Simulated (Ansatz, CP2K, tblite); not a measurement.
## Running H4C6Br2O (P2_1/c) (104 atoms) with CP2K

Wanted: CP2K inputs and outputs for H4C6Br2O (P2_1/c) (104 atoms), checked against a plane-wave reference.

Program: CP2K 2026.2. Level of theory: the method is named at each step. Values are calculated unless marked as measured.

## (1) Set-up

The cell holds 104 atoms: 32 H, 48 C, 16 Br and 8 O. Its edges and angles: a = 11.169 Å, b = 8.413 Å, c = 14.911 Å, α = 90.0°, β = 91.1°, γ = 90.0°. It derives from H4C6Br2O (P2_1/c), repeated 1×2×1. H4C6Br2O, space group P2_1/c, structure from the Crystallography Open Database, 1 x 2 x 1 conventional cells; every coordinate displaced by a Gaussian of 0.01 Å; bonds to H set to neutron lengths (C-H 1.089, N-H 1.015, O-H 0.983, B-H 1.19 Å) where the listed ones are shorter Then every atom was moved at random, 0.03 Å r.m.s. a Cartesian component (hydrogen 0.6 of that).

The yardstick, on the same geometry:

* method: Kohn-Sham DFT, PBE, PAW, plane waves (Ansatz 0.2.0); cutoff 420 eV, Γ point, fermi-dirac smearing of 0.05 eV; PAW set soft_2
* r.m.s. force component: 1.508 eV/Å
* longest force: 7.72 eV/Å
* pressure: 2.85 GPa
* gap (highest filled to lowest empty level): 3.383 eV
* SCF cycles: 9
* time: 14 s on 4 threads of Arm Neoverse V2, shared host
* CPU time: 52 s

## (2) PBE, DZVP-MOLOPT-SR, 600/50 Ry, OT CG

Method: Kohn-Sham DFT, PBE, GTH-PBE pseudopotentials, Gaussian and plane waves, DZVP-MOLOPT-SR-GTH, orbital transformation.

Input file input.inp:

```
&GLOBAL
  PROJECT cell
  RUN_TYPE ENERGY_FORCE
  PRINT_LEVEL LOW
&END GLOBAL
&FORCE_EVAL
  METHOD QS
  STRESS_TENSOR ANALYTICAL
  &DFT
    BASIS_SET_FILE_NAME BASIS_MOLOPT
    POTENTIAL_FILE_NAME GTH_POTENTIALS
    &MGRID
      CUTOFF 600
      REL_CUTOFF 50
      NGRIDS 5
    &END MGRID
    &QS
      EPS_DEFAULT 1.0E-12
    &END QS
    &SCF
      SCF_GUESS ATOMIC
      EPS_SCF 1.0E-06
      MAX_SCF 30
      &OT
        MINIMIZER CG
        PRECONDITIONER FULL_ALL
        ENERGY_GAP 0.001
      &END OT
      &OUTER_SCF
        EPS_SCF 1.0E-06
        MAX_SCF 8
      &END OUTER_SCF
      &PRINT
        &RESTART OFF
        &END RESTART
      &END PRINT
    &END SCF
    &XC
      &XC_FUNCTIONAL PBE
      &END XC_FUNCTIONAL
    &END XC
    &PRINT
      &MULLIKEN ON
      &END MULLIKEN
      &HIRSHFELD ON
        SHAPE_FUNCTION DENSITY
      &END HIRSHFELD
      &MO_CUBES
        NHOMO 1
        NLUMO 4
        WRITE_CUBE F
      &END MO_CUBES
    &END PRINT
  &END DFT
  &SUBSYS
    &CELL
      A 11.16900 0.00000 0.00000
      B 0.00000 8.41340 0.00000
      C -0.27845 0.00000 14.90840
    &END CELL
    &TOPOLOGY
      COORD_FILE_NAME structure.xyz
      COORD_FILE_FORMAT XYZ
    &END TOPOLOGY
    &KIND H
      BASIS_SET DZVP-MOLOPT-SR-GTH-q1
      POTENTIAL GTH-PBE-q1
    &END KIND
    &KIND C
      BASIS_SET DZVP-MOLOPT-SR-GTH-q4
      POTENTIAL GTH-PBE-q4
    &END KIND
    &KIND Br
      BASIS_SET DZVP-MOLOPT-SR-GTH-q7
      POTENTIAL GTH-PBE-q7
    &END KIND
    &KIND O
      BASIS_SET DZVP-MOLOPT-SR-GTH-q6
      POTENTIAL GTH-PBE-q6
    &END KIND
  &END SUBSYS
  &PRINT
    &FORCES ON
    &END FORCES
    &STRESS_TENSOR ON
    &END STRESS_TENSOR
  &END PRINT
&END FORCE_EVAL
```

Input file structure.xyz:

```xyz
104

H 8.60990 0.60972 11.24556
H 2.19513 2.75530 11.08827
H 2.30390 3.60481 3.70981
H 8.74089 1.42321 3.78942
H 5.87159 2.92382 8.78224
H 4.87336 0.85379 13.59288
H 5.04700 1.30340 6.13809
H 5.99719 3.37318 1.36382
H 5.60585 2.43745 11.12167
H 5.11514 0.38954 11.22662
H 5.25699 1.72105 3.75751
H 5.76532 3.82936 3.66612
H 9.75861 1.87787 7.31779
H 1.24530 4.05635 0.15177
H 1.12080 2.27103 7.61297
H 9.61583 0.18543 14.71727
C 7.16346 1.78810 10.06436
C 3.60575 3.83028 12.27960
C 3.73311 2.48902 4.80289
C 7.28896 0.40233 2.62746
C 8.39195 1.20438 10.23119
C 2.43405 3.28468 12.06194
C 2.50705 3.07501 4.56585
C 8.47508 0.99993 2.80815
C 7.79125 2.47505 7.95467
C 2.92909 0.36262 14.46443
C 3.14617 1.76118 7.00412
C 7.92614 3.87058 0.46917
C 6.77656 2.41742 8.92834
C 3.94064 0.29026 13.39550
C 4.11724 1.75226 6.02120
C 6.93185 3.85897 1.48741
C 9.29348 1.24241 9.23441
C 1.43747 3.32119 13.04738
C 1.57880 2.99887 5.59408
C 9.38913 0.92059 1.84655
C 9.06808 1.84994 8.09869
C 1.70400 3.97272 14.27733
C 1.86747 2.35802 6.82820
C 9.14561 0.23608 0.65865
Br -0.10303 0.47906 9.52870
Br 10.90281 2.49937 12.84046
Br 11.04566 3.78746 5.41369
Br -0.00302 1.69799 2.05110
Br 7.37189 3.34803 6.34382
Br 3.57030 1.24964 1.14720
Br 3.48882 0.86145 8.64911
Br 7.24178 2.99189 13.75270
O 6.23600 1.65710 11.09796
O 4.55606 3.79747 11.21812
O 4.65381 2.51106 3.76616
O 6.32949 0.41966 3.69445
H 8.59261 4.86320 11.23840
H 2.15492 6.99061 11.11794
H 2.30574 7.74950 3.64093
H 8.71478 5.65961 3.80030
[... 44 atom lines left out ...]
O 6.28219 5.79448 11.15446
O 4.56862 7.99971 11.24526
O 4.71912 6.73122 3.76184
O 6.33454 4.64134 3.69326
```

The run is started by

```sh
$ OMP_NUM_THREADS=1 mpirun -np 4 cp2k.psmp -i input.inp > output.txt
```

Output:

```text
CP2K| version string:                                       CP2K version 2026.2
 CP2K| Input file name                                                 input.inp
 GLOBAL| Basis set file name                                        BASIS_MOLOPT
 GLOBAL| Potential file name                                      GTH_POTENTIALS
 GLOBAL| Run type                                                   ENERGY_FORCE
 GLOBAL| Total number of message passing processes                             4
 GLOBAL| Number of threads for this process                                    1
 TOTAL NUMBERS AND MAXIMUM NUMBERS
  Total number of            - Atomic kinds:                                   4
                             - Atoms:                                        104
                             - Shell sets:                                   104
                             - Shells:                                       456
                             - Primitive Cartesian functions:                504
                             - Cartesian basis functions:                   1168
                             - Spherical basis functions:                   1096
  Maximum angular momentum of- Orbital basis functions:                        2
                             - Local part of the GTH pseudopotential:          2
                             - Non-local part of the GTH pseudopotential:      4
 SCF PARAMETERS         Density guess:                                    ATOMIC
                        max_scf:                                              30
                        eps_scf:                                        1.00E-06
                        Outer loop SCF in use
                        eps_scf                                         1.00E-06
                        max_scf                                                8
 Extrapolation method: initial_guess
 Number of electrons:                                                        384
[... lines left out ...]
  Step     Update method      Time    Convergence         Total energy    Change
[... lines left out ...]
  Total energy:                                              -634.591060
[... lines left out ...]
  eps_taylor     :   0.10000E-15                  max_taylor     :             4
  ----------------------------------- OT ---------------------------------------
  Step     Update method      Time    Convergence         Total energy    Change
[...]
- OT LS       0.71E-01    2.1                     -634.5912249639
     4 OT CG       0.71E-01    4.1     0.00000142      -634.5912249639 -2.74E-07
     - OT LS       0.97E-01    2.1                     -634.5912249831
     5 OT CG       0.97E-01    4.1     0.00000052      -634.5912249847 -2.08E-08
  *** SCF run converged in     5 steps ***
  Electronic density on regular grids:       -383.9999999998        0.0000000002
  Core density on regular grids:              383.9999999996       -0.0000000004
  Total charge density on r-space grids:       -0.0000000002
  Total charge density g-space grids:          -0.0000000002
  Overlap energy of the core charge distribution:               3.91468e-05
  Self energy of the core charge distribution:              -1459.749837
  Core Hamiltonian energy:                                    411.575597
  Hartree energy:                                             578.600637
  Exchange-correlation energy:                               -165.017660
  Total energy:                                              -634.591225
  outer SCF iter =    2 RMS gradient =   0.52E-06 energy =       -634.5912249847
  outer SCF loop converged in   2 iterations or   68 steps
 !-----------------------------------------------------------------------------!
                     Mulliken Population Analysis
 #  Atom  Element  Kind  Atomic population                           Net charge
       1     H        1          0.890009                              0.109991
       2     H        1          0.914758                              0.085242
       3     H        1          0.965903                              0.034097
[...]
103     O        4          6.207978                             -0.207978
     104     O        4          6.216635                             -0.216635
 # Total charge                            384.000000                 -0.000000
 !-----------------------------------------------------------------------------!
 !-----------------------------------------------------------------------------!
                           Hirshfeld Charges
  #Atom  Element  Kind  Ref Charge     Population                    Net charge
      1       H      1       1.000          0.959                         0.041
      2       H      1       1.000          0.960                         0.040
      3       H      1       1.000          0.966                         0.034
[...]
103       O      4       6.000          6.141                        -0.141
    104       O      4       6.000          6.136                        -0.136
  Total Charge                                                           -0.000
 !-----------------------------------------------------------------------------!
  Eigenvalues of the occupied subspace spin            1
      -0.77749194     -0.77697883     -0.76381471     -0.76354078
      -0.75811536     -0.75545942     -0.74480946     -0.74316762
      -0.59878381     -0.59801327     -0.59378511     -0.59352169
[...]
0.01675579      0.02100158      0.02194943      0.02433153
 Fermi Energy [eV] :    0.662095
  Using OT eigensolver for additional unoccupied orbitals spin            1
  Lowest Eigenvalues of the unoccupied subspace spin            1
 WARNING : did not converge in ot_eigensolver
 number of iterations          299  exceeded maximum
 current gradient / target gradient   2.683524E-005  /    1.000000E-005
       0.15100172      0.15853818      0.15971292      0.16149368
 HOMO - LUMO gap [eV] :    3.446871
 ENERGY| Total FORCE_EVAL ( QS ) energy [hartree]           -634.591225
 FORCES| Atomic forces [hartree/bohr]
 FORCES|   Atom     x               y               z               |f|
 FORCES|      1 -1.00555146E-02  2.85886805E-02 -4.55721105E-02   5.47288159E-02
 FORCES|      2  9.04142768E-03  1.32853012E-02  2.19660243E-02   2.72167755E-02
 FORCES|      3 -7.08862858E-03  2.10870274E-02 -4.17608111E-02   4.73167700E-02
[...]
FORCES|    103 -2.39284040E-02  2.42718910E-02 -1.35329604E-03   3.41104767E-02
 FORCES|    104 -1.09217020E-03 -3.02963291E-03  4.24113844E-03   5.32529497E-03
 FORCES| Sum    -5.96701147E-04 -1.61354076E-03  4.02375958E-03
 FORCES| Total atomic force                                       4.37609497E-03
 STRESS| Analytical stress tensor [bar]
 STRESS|                        x                   y                   z
 STRESS|      x        3.84929769940E+04   1.01461729548E+04  -2.83543005225E+03
 STRESS|      y        1.01461729548E+04   2.52968958689E+04  -3.21227366185E+03
 STRESS|      z       -2.83543005225E+03  -3.21227366185E+03   4.29200104418E+04
 STRESS| 1/3 Trace                                             3.55699611016E+04
```

The job ended after 3.9 min (4 MPI ranks of Arm Neoverse V2, shared host; peak memory 3 GiB; 16 min of CPU time).

Banners and routine set-up lines are dropped from the logs; longer cuts are marked.

The solver for the empty levels stopped short of its threshold, so the gap is rough; its iterations count in the time.

Against the reference:

* r.m.s. force component: 1.531 eV/Å
* r.m.s. difference of force components: 139.4 meV/Å
* longest difference of force vectors: 442.1 meV/Å
* force difference over r.m.s. force: 9.24 %
* slope of forces against the reference's: 1.011
* correlation of force components: 0.9959
* gap (highest filled to lowest empty level): 3.447 eV
* gap difference: 0.0641 eV
* pressure: 3.557 GPa
* pressure difference: 0.7067 GPa

Length of the force difference by element (eV/Å):

| element | atoms | mean | most |
| --- | --- | --- | --- |
| Br | 16 | 0.41 | 0.44 |
| C | 48 | 0.22 | 0.33 |
| H | 32 | 0.075 | 0.17 |
| O | 8 | 0.28 | 0.37 |

A closer look about H61, picked at random: 9 atoms, nearest first, numbered in the order of the input, with positions taken from that point.

| atom | x | y | z | distance (Å) | bonds | Hirshfeld charge (e) | Fx | Fy | Fz (eV/Å) |
| --- | --- | --- | --- | --- | --- | --- | --- | --- | --- |
| H61 | 0.00 | 0.00 | 0.00 | 0.00 | 1 | 0.12 | 1.14 | -1.69 | 0.17 |
| O101 | 0.68 | -0.85 | -0.01 | 1.09 | 2 | -0.13 | -3.05 | 2.79 | 0.09 |
| O102 | -1.03 | 1.36 | 0.08 | 1.70 | 2 | -0.14 | -0.11 | -1.30 | -0.88 |
| C69 | 1.51 | -0.67 | -1.07 | 1.97 | 3 | 0.07 | 2.86 | -0.53 | -0.46 |
| H62 | -0.48 | -2.07 | 0.08 | 2.13 | 1 | 0.10 | 1.23 | 1.33 | 0.18 |
| H10 | -0.48 | 2.16 | 0.06 | 2.21 | 1 | 0.11 | 1.02 | 0.81 | 0.01 |
| H57 | 0.30 | 0.47 | -2.35 | 2.41 | 1 | 0.03 | -1.52 | 0.89 | -0.46 |
| C81 | 1.25 | 0.04 | -2.30 | 2.62 | 3 | -0.09 | -4.04 | -1.48 | 6.66 |
| C70 | -1.96 | 1.43 | 1.09 | 2.65 | 3 | 0.06 | -0.90 | -0.60 | -0.97 |

Forces lie 9.2 % from the reference's, at 18 times its CPU time; the SCF took 68 steps, which the time reflects.

## (3) GFN1-xTB, OT DIIS

Method: GFN1-xTB tight binding (the program's own implementation), orbital transformation.

Input file input.inp:

```
&GLOBAL
  PROJECT cell
  RUN_TYPE ENERGY_FORCE
  PRINT_LEVEL LOW
&END GLOBAL
&FORCE_EVAL
  METHOD QS
  STRESS_TENSOR ANALYTICAL
  &DFT
    &QS
      METHOD XTB
      &XTB
        GFN_TYPE 1
        DO_EWALD T
        CHECK_ATOMIC_CHARGES F
      &END XTB
    &END QS
    &SCF
      SCF_GUESS ATOMIC
      EPS_SCF 1.0E-06
      MAX_SCF 30
      &OT
        MINIMIZER DIIS
        PRECONDITIONER FULL_SINGLE_INVERSE
      &END OT
      &OUTER_SCF
        EPS_SCF 1.0E-06
        MAX_SCF 8
      &END OUTER_SCF
      &PRINT
        &RESTART OFF
        &END RESTART
      &END PRINT
    &END SCF
    &PRINT
      &MULLIKEN ON
      &END MULLIKEN
      &MO_CUBES
        NHOMO 1
        NLUMO 4
        WRITE_CUBE F
      &END MO_CUBES
    &END PRINT
  &END DFT
  &SUBSYS
    &CELL
      A 11.16900 0.00000 0.00000
      B 0.00000 8.41340 0.00000
      C -0.27845 0.00000 14.90840
    &END CELL
    &COORD
      SCALED
      H 0.78968 0.07247 0.75431
      H 0.21508 0.32749 0.74376
      H 0.21248 0.42846 0.24884
      H 0.78894 0.16916 0.25418
      H 0.54039 0.34752 0.58908
      H 0.45906 0.10148 0.91176
      H 0.46214 0.15492 0.41172
      H 0.53923 0.40093 0.09148
      H 0.52051 0.28971 0.74600
      H 0.47675 0.04630 0.75304
      H 0.47696 0.20456 0.25204
      H 0.52232 0.45515 0.24591
      H 0.88596 0.22320 0.49085
      H 0.11175 0.48213 0.01018
      H 0.11308 0.26993 0.51065
      H 0.88555 0.02204 0.98718
      C 0.65820 0.21253 0.67508
      C 0.34337 0.45526 0.82367
      C 0.34227 0.29584 0.32216
      C 0.65700 0.04782 0.17624
[... 80 atom lines left out ...]
      O 0.58112 0.68872 0.74820
      O 0.42785 0.95083 0.75429
      O 0.42881 0.80006 0.25233
      O 0.57333 0.55166 0.24773
    &END COORD
  &END SUBSYS
  &PRINT
    &FORCES ON
    &END FORCES
    &STRESS_TENSOR ON
    &END STRESS_TENSOR
  &END PRINT
&END FORCE_EVAL
```

The run is started by

```sh
$ OMP_NUM_THREADS=1 cp2k.psmp -i input.inp > output.txt
```

Output:

```text
CP2K| version string:                                       CP2K version 2026.2
 CP2K| Input file name                                                 input.inp
 GLOBAL| Basis set file name                                           BASIS_SET
 GLOBAL| Potential file name                                           POTENTIAL
[... lines left out ...]
 Number of electrons:                                                        384
[... lines left out ...]
  Step     Update method      Time    Convergence         Total energy    Change
[... lines left out ...]
  *** SCF run converged in    16 steps ***
[... lines left out ...]
  Total energy:                                              -218.437415
[... lines left out ...]
  outer SCF loop converged in   1 iterations or   16 steps
[... lines left out ...]
 Fermi Energy [eV] :  -11.049890
 ENERGY| Total FORCE_EVAL ( QS ) energy [hartree]           -218.437415
[... lines left out ...]
 FORCES|      1 -9.49157185E-03  2.78709200E-02 -4.35368418E-02   5.25579177E-02
 FORCES|      2  8.25561023E-03  1.32690089E-02  2.27112129E-02   2.75684763E-02
 FORCES|      3 -6.38181530E-03  1.82962331E-02 -3.67530349E-02   4.15483488E-02
[...]
FORCES|    103 -3.08480910E-02  1.17777751E-02  1.01723166E-02   3.45513636E-02
 FORCES|    104  7.73984861E-03 -1.26181013E-02 -9.16531917E-03   1.74104800E-02
 FORCES| Sum     3.17020715E-15 -3.24046345E-15 -4.46344350E-15
 FORCES| Total atomic force                                       6.36185073E-15
 STRESS| Analytical stress tensor [bar]
 STRESS|                        x                   y                   z
 STRESS|      x        8.53450122590E+02   1.03528495776E+04   5.45393891780E+03
 STRESS|      y        1.03528495776E+04  -1.66453955886E+02  -3.45500943887E+03
 STRESS|      z        5.45393891780E+03  -3.45500943887E+03   1.22716212062E+03
 STRESS| 1/3 Trace                                             6.38052762441E+02
```

Run time: 3.8 s. Hardware: 1 thread; peak memory 0.32 GiB.

Numbers from this run, and their distance from the reference:

```yaml
r_m_s_force_component: 1.501 eV/Å
r_m_s_difference_of_force_components: 227.8 meV/Å
longest_difference_of_force_vectors: 817 meV/Å
force_difference_over_r_m_s_force: 15.1 %
slope_of_forces_against_the_reference_s: 0.9838
correlation_of_force_components: 0.9886
pressure: 0.0638 GPa
pressure_difference: -2.787 GPa
```

Against the first run (9.2 %), the force difference from the reference is 15 %, at 0.0041 times the CPU time (on 1 against 4 cores) (16 SCF steps against 68); the model has changed, so this is no error of the program alone.

[end of part 1 of 3]

[Long decimals in the printed logs are rounded to 6 places.]

[Also dropped from logs without a mark: lines with file paths, logging warnings of Python, QE's lines on negative density and diagonalisation, SIESTA's first energy breakdown, zero terms and Voronoi charges.]

[Logs are printed without paths, hosts, clocks, repeated set-up lines and the standing remarks that a program may print on its own settings, such as how far it seeks lower states.]

[Hosts, paths, dates, database ids (printed as entryN), source tags and the programs' standing remarks are cut or masked in the printed files.]

[Most failed runs of this program on this cell are left out, timed-out ones always.]
